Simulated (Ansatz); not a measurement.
Planning a GW calculation on Cs2HgSe2 (Pbam).

It takes space group Pbam (No. 55, orthorhombic). The conventional cell has a = 8.185 Å, b = 10.330 Å, c = 4.711 Å, α = 90.00°, β = 90.00°, γ = 90.00°. Cs has 6 Se at 3.66 to 3.72 Å and 1 Cs at 3.87 Å nearest. Nearest to Hg lie 2 Se at 2.41 Å. Nearest to Se lie 1 Hg at 2.41 Å and 6 Cs at 3.66 to 3.72 Å. Farther neighbours and most contacts between anions are not listed.

```yaml
crystal:
  lattice:
    - [8.18490, 0.00000, 0.00000]
    - [0.00000, 10.33020, 0.00000]
    - [0.00000, 0.00000, 4.71120]
  atoms:
    - { symbol: Cs, position: [0.39222, 0.83311, 0.50000] }
    - { symbol: Cs, position: [0.60778, 0.16689, 0.50000] }
    - { symbol: Cs, position: [0.89222, 0.66689, 0.50000] }
    - { symbol: Cs, position: [0.10778, 0.33311, 0.50000] }
    - { symbol: Hg, position: [0.50000, 0.50000, 0.00000] }
    - { symbol: Hg, position: [0.00000, 0.00000, 0.00000] }
    - { symbol: Se, position: [0.23025, 0.59445, 0.00000] }
    - { symbol: Se, position: [0.76975, 0.40555, 0.00000] }
    - { symbol: Se, position: [0.73025, 0.90555, 0.00000] }
    - { symbol: Se, position: [0.26975, 0.09445, 0.00000] }
```

The cell and positions come from the Crystallography Open Database and are kept as given unless a step says otherwise. Spin-orbit coupling is left out unless a run names it.

Runs so far (Ansatz 0.2.0, start PBE, PAW set soft_1 files, 2×2×4 mesh). Times are wall times on 1 × NVIDIA H100 80GB HBM3 (shared by 6 runs) with 2 threads of AMD EPYC 7R13 (Zen 3), shared host, good to a factor of about two.

| bands summed | cutoff (eV) | gap on the mesh (eV) | time |
| --- | --- | --- | --- |
| 218 | 30 | 3.266 | 24 s |
| 490 | 60 | 3.358 | 65 s |

Question: What should the next rung give, with 974 bands and screening to 100 eV, and where is the limit?

The error falls about as one over the bands when the cutoff rises with them. A line through the two highest rungs given predicts 3.395 eV; the run gave 3.437 eV, a miss of 0.042 eV, so the law fails here: the steps don't follow it yet. The two highest rungs put the limit near 3.516 eV, the pair below near 3.432 eV; neither can be trusted until a further rung is run.

Gaps are over the mesh's points; an edge off the mesh would be missed. Limits: not at the basis limit; no spin-orbit coupling; coarse k mesh.

[Paths, hosts, dates, memory and timing lines, banners, echoed tables and standing remarks are left out of the program output.]

[Logs are printed without paths, hosts, clocks, repeated set-up lines and the standing remarks that a program may print on its own settings, such as how far it seeks lower states.]

[Runs of the session that timed out or met a known fault of the program may be left out.]

[Cells called generated may have been cut or substituted from an entry of the Crystallography Open Database or the Materials Project.]

[Hosts, paths, dates, database ids (printed as entryN), source tags and the programs' standing remarks are cut or masked in the printed files.]
